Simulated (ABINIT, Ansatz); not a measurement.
## Quasiparticle gap of SiC (P6_3mc) in ABINIT

Wanted: ground state, empty states, screening and self-energy for SiC (P6_3mc).

Method: PBE and many-body steps on it, plane waves, in ABINIT 10.8.3.

**What was measured.**

- Gap 3.33 eV: band gap at cryogenic temperature; bulk crystal (literature value) (quoted in “Silicon carbide diodes for neutron detection”, 2020, arxiv:2009.14696).

This is a report of a sequence of runs, with most program output left out.

## (1) The structure

The structure is hexagonal, space group P6_3mc (No. 186). The conventional cell has a = 3.074 Å, b = 3.074 Å, c = 5.045 Å, α = 90.00°, β = 90.00°, γ = 120.00°. Si has 4 C at 1.88 to 1.90 Å nearest. C has 4 Si at 1.88 to 1.90 Å nearest. Farther neighbours are not listed.

The cell and positions are those that the Materials Project relaxed with its own functionals (PBE, PBE+U or r2SCAN), kept fixed.

## (2) Ground state

This step: ABINIT 10.8.3; DFT, PBE, plane waves, norm-conserving pseudopotentials.

The ground-state density comes first.

File run.abi:

```
acell 3*1.0 Angstrom
rprim 
  3.073513928196 0.000000000001 0.000000000000
  -1.536756964099 2.661741140703 0.000000000000
  0.000000000000 0.000000000000 5.045247710000
ntypat 2
znucl 14 6
natom 4
typat 1 1 2 2
xred 
  0.333333333333 0.666666666667 0.499602400000
  0.666666666667 0.333333333333 0.999602400000
  0.333333333333 0.666666666667 0.875397600000
  0.666666666667 0.333333333333 0.375397600000
pp_dirpath "pseudos"
pseudos "Si.upf, C.upf"
ecut 37
ngkpt 6 6 4
nshiftk 1
shiftk 0 0 0
kptopt 1
chksymbreak 0
nband 14
occopt 1
tolvrs 1e-10
nstep 60
prtwf 0
optforces 0
optstress 0
indata_prefix "in"
outdata_prefix "out"
tmpdata_prefix "tmp"
```

Run with:

```bash
$ OMP_NUM_THREADS=1 mpirun -n 8 abinit run.abi > log
```

The job ended after 5.2 s (8 MPI ranks of Arm Neoverse V1, shared host; peak memory 0.53 GiB).

This step gave:

- total energy: -558.8875 eV
- gap: 2.275 eV
- k of the valence top: 0, 0, 0
- k of the conduction bottom: 0.3333, 0.3333, 0
- least direct gap: 3.985 eV

The gap is indirect, with the least direct gap 1.71 eV higher.

## (3) Bands along the symmetry lines

Levels along a band path, at the cheap level, show where the edges lie and whether the meshes to come will hold them.

File run.abi:

```
acell 3*1.0 Angstrom
rprim 
  3.073513928196 0.000000000001 0.000000000000
  -1.536756964099 2.661741140703 0.000000000000
  0.000000000000 0.000000000000 5.045247710000
ntypat 2
znucl 14 6
natom 4
typat 1 1 2 2
xred 
  0.333333333333 0.666666666667 0.499602400000
  0.666666666667 0.333333333333 0.999602400000
  0.333333333333 0.666666666667 0.875397600000
  0.666666666667 0.333333333333 0.375397600000
pp_dirpath "pseudos"
pseudos "Si.upf, C.upf"
ecut 37
iscf -2
irdden 1
kptopt 0
nkpt 75
kpt 
  0.00000000 0.00000000 0.00000000
  0.06250000 0.00000000 0.00000000
  0.12500000 0.00000000 0.00000000
  0.18750000 0.00000000 0.00000000
  0.25000000 0.00000000 0.00000000
  0.31250000 0.00000000 0.00000000
  0.37500000 0.00000000 0.00000000
  0.43750000 0.00000000 0.00000000
  0.50000000 0.00000000 0.00000000
  0.47916667 0.04166667 0.00000000
  0.45833333 0.08333333 0.00000000
  0.43750000 0.12500000 0.00000000
  0.41666666 0.16666666 0.00000000
  0.39583333 0.20833333 0.00000000
  0.37500000 0.25000000 0.00000000
  0.35416666 0.29166666 0.00000000
  0.33333333 0.33333333 0.00000000
  0.29166666 0.29166666 0.00000000
  0.25000000 0.25000000 0.00000000
  0.20833333 0.20833333 0.00000000
  0.16666666 0.16666666 0.00000000
  0.12500000 0.12500000 0.00000000
  0.08333333 0.08333333 0.00000000
  0.04166667 0.04166667 0.00000000
  0.00000000 0.00000000 0.00000000
  0.00000000 0.00000000 0.06250000
  0.00000000 0.00000000 0.12500000
  0.00000000 0.00000000 0.18750000
  0.00000000 0.00000000 0.25000000
  0.00000000 0.00000000 0.31250000
  0.00000000 0.00000000 0.37500000
  0.00000000 0.00000000 0.43750000
  0.00000000 0.00000000 0.50000000
  0.06250000 0.00000000 0.50000000
  0.12500000 0.00000000 0.50000000
  0.18750000 0.00000000 0.50000000
  0.25000000 0.00000000 0.50000000
  0.31250000 0.00000000 0.50000000
  0.37500000 0.00000000 0.50000000
  0.43750000 0.00000000 0.50000000
  0.50000000 0.00000000 0.50000000
  0.47916667 0.04166667 0.50000000
  0.45833333 0.08333333 0.50000000
  0.43750000 0.12500000 0.50000000
  0.41666666 0.16666666 0.50000000
  0.39583333 0.20833333 0.50000000
  0.37500000 0.25000000 0.50000000
  0.35416666 0.29166666 0.50000000
  0.33333333 0.33333333 0.50000000
  0.29166666 0.29166666 0.50000000
  0.25000000 0.25000000 0.50000000
  0.20833333 0.20833333 0.50000000
  0.16666666 0.16666666 0.50000000
  0.12500000 0.12500000 0.50000000
  0.08333333 0.08333333 0.50000000
  0.04166667 0.04166667 0.50000000
  0.00000000 0.00000000 0.50000000
  0.50000000 0.00000000 0.50000000
  0.50000000 0.00000000 0.43750000
  0.50000000 0.00000000 0.37500000
  0.50000000 0.00000000 0.31250000
  0.50000000 0.00000000 0.25000000
  0.50000000 0.00000000 0.18750000
  0.50000000 0.00000000 0.12500000
  0.50000000 0.00000000 0.06250000
  0.50000000 -0.00000000 0.00000000
  0.33333333 0.33333333 0.50000000
  0.33333333 0.33333333 0.43750000
  0.33333333 0.33333333 0.37500000
  0.33333333 0.33333333 0.31250000
  0.33333333 0.33333333 0.25000000
  0.33333333 0.33333333 0.18750000
  0.33333333 0.33333333 0.12500000
  0.33333333 0.33333333 0.06250000
  0.33333333 0.33333333 0.00000000
istwfk *1
nband 15
nbdbuf 2
tolwfr 1e-08
nstep 40
prtwf 0
prtvol 0
indata_prefix "in"
outdata_prefix "out"
tmpdata_prefix "tmp"
```

Run time: 8.1 s. Hardware: 8 MPI ranks; peak memory 0.51 GiB; 64 s of CPU time.

This step gave:

```
gap                        : 2.275 eV
k of the valence top       : 0, 0, 0
k of the conduction bottom : 0.3333, 0.3333, 0
least direct gap           : 3.985 eV
```

The gap is 2.275 eV, as in the run before at this level.

Electronic bands along the path, in eV, zero at the top of the highest filled band; v1 is the highest filled band, c1 the lowest empty one:

| point | v4 | v3 | v2 | v1 | c1 | c2 | c3 | c4 |
| --- | --- | --- | --- | --- | --- | --- | --- | --- |
| Γ | -1.32 | -0.11 | 0.00 | 0.00 | 4.82 | 6.22 | 6.68 | 6.68 |
| halfway | -2.97 | -2.53 | -1.02 | -0.61 | 4.06 | 5.85 | 7.26 | 7.67 |
| M | -5.45 | -3.33 | -3.30 | -1.20 | 2.79 | 4.23 | 6.90 | 7.14 |
| halfway | -5.40 | -4.67 | -3.37 | -2.55 | 3.20 | 5.17 | 7.69 | 8.51 |
| K | -6.27 | -4.05 | -4.05 | -3.84 | 2.28 | 8.18 | 8.87 | 8.87 |
| halfway | -4.15 | -2.82 | -1.45 | -1.25 | 5.07 | 5.82 | 7.01 | 7.22 |
| Γ | -1.32 | -0.11 | 0.00 | 0.00 | 4.82 | 6.22 | 6.68 | 6.68 |
| halfway | -1.15 | -1.15 | -0.22 | -0.22 | 5.10 | 6.80 | 6.80 | 7.04 |
| A | -0.71 | -0.71 | -0.71 | -0.71 | 5.91 | 5.91 | 7.37 | 7.37 |
| halfway | -2.96 | -2.96 | -1.72 | -1.72 | 4.50 | 4.50 | 7.37 | 7.37 |
| L | -2.45 | -2.45 | -2.34 | -2.34 | 3.29 | 3.29 | 5.27 | 5.27 |
| halfway | -4.26 | -4.26 | -1.92 | -1.92 | 4.29 | 4.29 | 6.37 | 6.37 |
| H | -5.66 | -5.66 | -1.74 | -1.74 | 5.08 | 5.08 | 6.02 | 6.02 |
| halfway | -3.02 | -3.02 | -2.50 | -2.50 | 5.18 | 5.18 | 7.55 | 7.55 |
| A | -0.71 | -0.71 | -0.71 | -0.71 | 5.91 | 5.91 | 7.37 | 7.37 |
| jump to L | -2.45 | -2.45 | -2.34 | -2.34 | 3.29 | 3.29 | 5.27 | 5.27 |
| halfway | -4.15 | -3.10 | -2.34 | -1.63 | 3.11 | 3.27 | 6.64 | 7.05 |
| M | -5.45 | -3.33 | -3.30 | -1.20 | 2.79 | 4.23 | 6.90 | 7.14 |
| jump to H | -5.66 | -5.66 | -1.74 | -1.74 | 5.08 | 5.08 | 6.02 | 6.02 |
| halfway | -6.47 | -4.52 | -2.82 | -2.82 | 3.50 | 6.58 | 6.58 | 7.84 |
| K | -6.27 | -4.05 | -4.05 | -3.84 | 2.28 | 8.18 | 8.87 | 8.87 |

## (4) Empty states on the mesh, 6×6×4 mesh, 552 bands

The sums over transitions need many empty states on a uniform mesh; this step solves for them.

File run.abi:

```
acell 3*1.0 Angstrom
rprim 
  3.073513928196 0.000000000001 0.000000000000
  -1.536756964099 2.661741140703 0.000000000000
  0.000000000000 0.000000000000 5.045247710000
ntypat 2
znucl 14 6
natom 4
typat 1 1 2 2
xred 
  0.333333333333 0.666666666667 0.499602400000
  0.666666666667 0.333333333333 0.999602400000
  0.333333333333 0.666666666667 0.875397600000
  0.666666666667 0.333333333333 0.375397600000
pp_dirpath "pseudos"
pseudos "Si.upf, C.upf"
ecut 37
ngkpt 6 6 4
nshiftk 1
shiftk 0 0 0
kptopt 1
chksymbreak 0
irdden 1
istwfk *1
nband 552
prtvol 0
optdriver 6
gwr_task "HDIAGO"
paral_kgb 0
occopt 1
indata_prefix "in"
outdata_prefix "out"
tmpdata_prefix "tmp"
```

Elapsed: 70 s, on 8 MPI ranks; peak memory 4.5 GiB.

This step gave:

| Quantity | Value |
| --- | --- |
| gap | 2.275 eV |
| k of the valence top | 0, 0, 0 |
| k of the conduction bottom | 0.3333, 0.3333, 0 |
| least direct gap | 3.985 eV |
| k points computed | 21 |
| lowest point of the top converged band, above the valence top | 296.0338 eV |

On this mesh the gap is 2.275 eV.

## (5) Screening, 6×6×4 mesh, 544 bands, screening to 381 eV

The RPA dielectric matrix is built and inverted for each q.

This step: RPA screening on PBE, plane waves, norm-conserving pseudopotentials.

Changes to run.abi since step 4:

```diff
@@ -22,10 +22,11 @@
 chksymbreak 0
-irdden 1
 istwfk *1
-nband 552
-prtvol 0
-optdriver 6
-gwr_task "HDIAGO"
-paral_kgb 0
 occopt 1
+irdwfk 1
+optdriver 3
+nband 544
+ecuteps 14
+inclvkb 2
+awtr 1
+symchi 1
 indata_prefix "in"
```

It took 31 min on 8 MPI ranks; peak memory 9.3 GiB.

Numbers from this step:

```
ε∞ with local fields, on this mesh, along the program's q direction : 6.855
the same without local fields                                       : 7.509
plasma frequency                                                    : 23.12 eV
plane waves in the screening matrix                                 : 701
```

Local fields lower ε∞ by 9 %.

## (6) Self-energy, 6×6×4 mesh, 544 bands, screening to 381 eV

The self-energy is evaluated for the states that the input lists, and the levels follow from it, in one-shot runs by the linearised quasiparticle equation.

This step: G0W0 on PBE, plane waves, norm-conserving pseudopotentials.

Changes to run.abi since step 5:

```diff
@@ -25,8 +25,19 @@
 irdwfk 1
-optdriver 3
+optdriver 4
 nband 544
+gwcalctyp 0
+ecutsigx 37
+symsigma 1
+nkptgw 3
+kptgw 
+  0.0000000000 0.0000000000 0.0000000000
+  0.3333333333 0.3333333333 0.0000000000
+  0.5000000000 0.0000000000 0.0000000000
+bdgw 
+  7 10
+  6 10
+  7 10
 ecuteps 14
-inclvkb 2
-awtr 1
-symchi 1
+irdscr 1
+ppmodel 1
 indata_prefix "in"
```

Run time: 10 min. Hardware: 8 MPI ranks; peak memory 12 GiB; 81 min of CPU time.

Numbers from this step:

```
G0W0 gap on the points computed              : 3.082 eV
starting gap on the mesh                     : 2.275 eV
k of the valence top                         : 0, 0, 0
k of the conduction bottom                   : 0.3333, 0.3333, 0
Z at the valence top                         : 0.791
Z at the conduction bottom                   : 0.824
least direct G0W0 gap on the computed points : 4.973 eV
```

The gap on the mesh goes from 2.28 eV to 3.08 eV, a correction of +0.81 eV.

Limits: finite bands, cutoff and mesh. v1 is the top filled band, c1 the lowest empty one. Levels before and after the correction, in eV, zero at the valence-band top of each column:

|  | conduction bottom | valence top |
| --- | --- | --- |
| Kohn-Sham | 2.28 | 0.00 |
| G0W0 | 3.08 | 0.00 |

|  | level | energy (eV) |
| --- | --- | --- |
| Kohn-Sham | Γ v2-v1 | 0.000 |
| Kohn-Sham | Γ c1 | 4.820 |
| Kohn-Sham | Γ c2 | 6.220 |
| Kohn-Sham | (0.333 0.333 0) v3-v2 | -4.053 |
| Kohn-Sham | (0.333 0.333 0) v1 | -3.842 |
| Kohn-Sham | (0.333 0.333 0) c1 | 2.275 |
| Kohn-Sham | (0.333 0.333 0) c2 | 8.182 |
| G0W0 | Γ v2-v1 | 0.000 |
| G0W0 | Γ c1 | 5.756 |
| G0W0 | Γ c2 | 7.100 |
| G0W0 | (0.333 0.333 0) v3-v2 | -4.349 |
| G0W0 | (0.333 0.333 0) v1 | -4.146 |
| G0W0 | (0.333 0.333 0) c1 | 3.082 |
| G0W0 | (0.333 0.333 0) c2 | 9.305 |

## (7) Where the time went

Times are wall times on 8 MPI ranks of Arm Neoverse V1, shared host, good to a factor of about two.

| step | time | share | memory (GiB) |
| --- | --- | --- | --- |
| ground state | 5.2 s | 0 % | 0.53 |
| bands along the symmetry lines | 8.1 s | 0 % | 0.51 |
| empty states on the mesh | 70 s | 3 % | 4.5 |
| screening | 31 min | 73 % | 9.3 |
| self-energy | 10 min | 24 % | 12 |

## (8) Summary of results

| Item | Value |
| --- | --- |
| PBE gap | 2.28 eV, indirect |
| G0W0 gap on the mesh | 3.08 eV |
| GW settings | 6×6×4 mesh, 544 bands, screening to 381 eV, Godby-Needs plasmon pole |
| known limits | not at the basis limit |

**Reading.** G0W0 moves the gap on the mesh from 2.28 eV to 3.08 eV (+0.81 eV), with Z of 0.79 and 0.82 at the edges. Local fields lower the RPA ε∞ on this mesh from 7.51 to 6.85. Only 3 of the mesh's irreducible points were corrected, so a valley elsewhere could overtake. The dearest step here is «screening». Against experiment, by G0W0@PBE: the gap of 3.08 eV lies −0.25 eV from the measured 3.33 eV (kind not stated, quoted 2020). The calculation has static nuclei and no excitons; a measured gap holds zero-point and thermal motion, which mostly lowers it. Bands and cutoff are finite, so the gap is not at the basis limit. The miss can reach some tenths of an eV and take either sign; the mesh is an error of its own. In the G0W0 run levels were corrected at 3 k points alone, so a gap called «on the mesh» is the least over those, and an edge elsewhere would be missed.

[Paths, hosts, dates, memory and timing lines, banners, echoed tables and standing remarks are left out of the program output.]

[Logs are printed without paths, hosts, clocks, repeated set-up lines and the standing remarks that a program may print on its own settings, such as how far it seeks lower states.]

[Runs of the session that timed out or met a known fault of the program may be left out.]

[Hosts, paths, dates, database ids (printed as entryN), source tags and the programs' standing remarks are cut or masked in the printed files.]

[G0W0 gaps are taken among the corrected bands and points alone; a level outside them can change the order at an edge.]

[Where Ansatz stands beside ABINIT at settings called matched, ABINIT's density can come from a denser mesh and the files from another edition; pairs whose starting gaps differed by over 0.03 eV were left out, so agreement reads better than it is.]
